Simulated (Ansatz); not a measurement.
# Is the response still linear at 0.25 V/Å? 1T-ZrSe2 4 layers, AA

The dipole of a slab grows in proportion to a weak field along its normal. Does the weak-field slope carry to a strong field?

Set-up. Ansatz 0.2.0, plane waves with PAW datasets (its set soft_2), PBE-D3(BJ); atoms held at their relaxed places, 18 Å of vacuum, dipole correction, cell area 12.11 Å², 12×12 k-points, smearing 0.02585 eV. Without field the slab has a gap of 0.19 eV.

| run | field (V/Å) | dipole (e·Å) |
| --- | --- | --- |
| run 1 | −0.03 | −0.04383 |
| run 2 | 0.00 | 0.00001 |
| run 3 | 0.03 | 0.04383 |
| run 4 | 0.25 | ? |

**Question.** What value belongs in the row marked “?”, and how far can the other rows tell?

A least-squares line through the 3 rows shown has slope 1.461000 and intercept 0.000003; no row lies more than 0.00001 e·Å off it. A perfect conductor with that slope would be 180.95 × 1.46100 / 12.11 = 21.83 Å thick. At 0.25 it gives 1.461000 × 0.25 + 0.000003 = 0.36525 e·Å, beyond the rows fitted. Rounding and scatter of the rows alone allow about ±0.00006 e·Å there.

The run itself gives 0.37530 e·Å: a miss of +0.01005 e·Å. That is 2.8 % of the induced dipole, a small departure from the straight line; meanwhile the gap has gone from 0.19 eV to 0.05 eV.

Caveats: Ions are held, so this is the electronic response. Of the series that stay linear within 1 %, this collection keeps about one in seven, and it keeps all that bend. With a small gap or none the response hangs on mesh and smearing, which were not varied here.
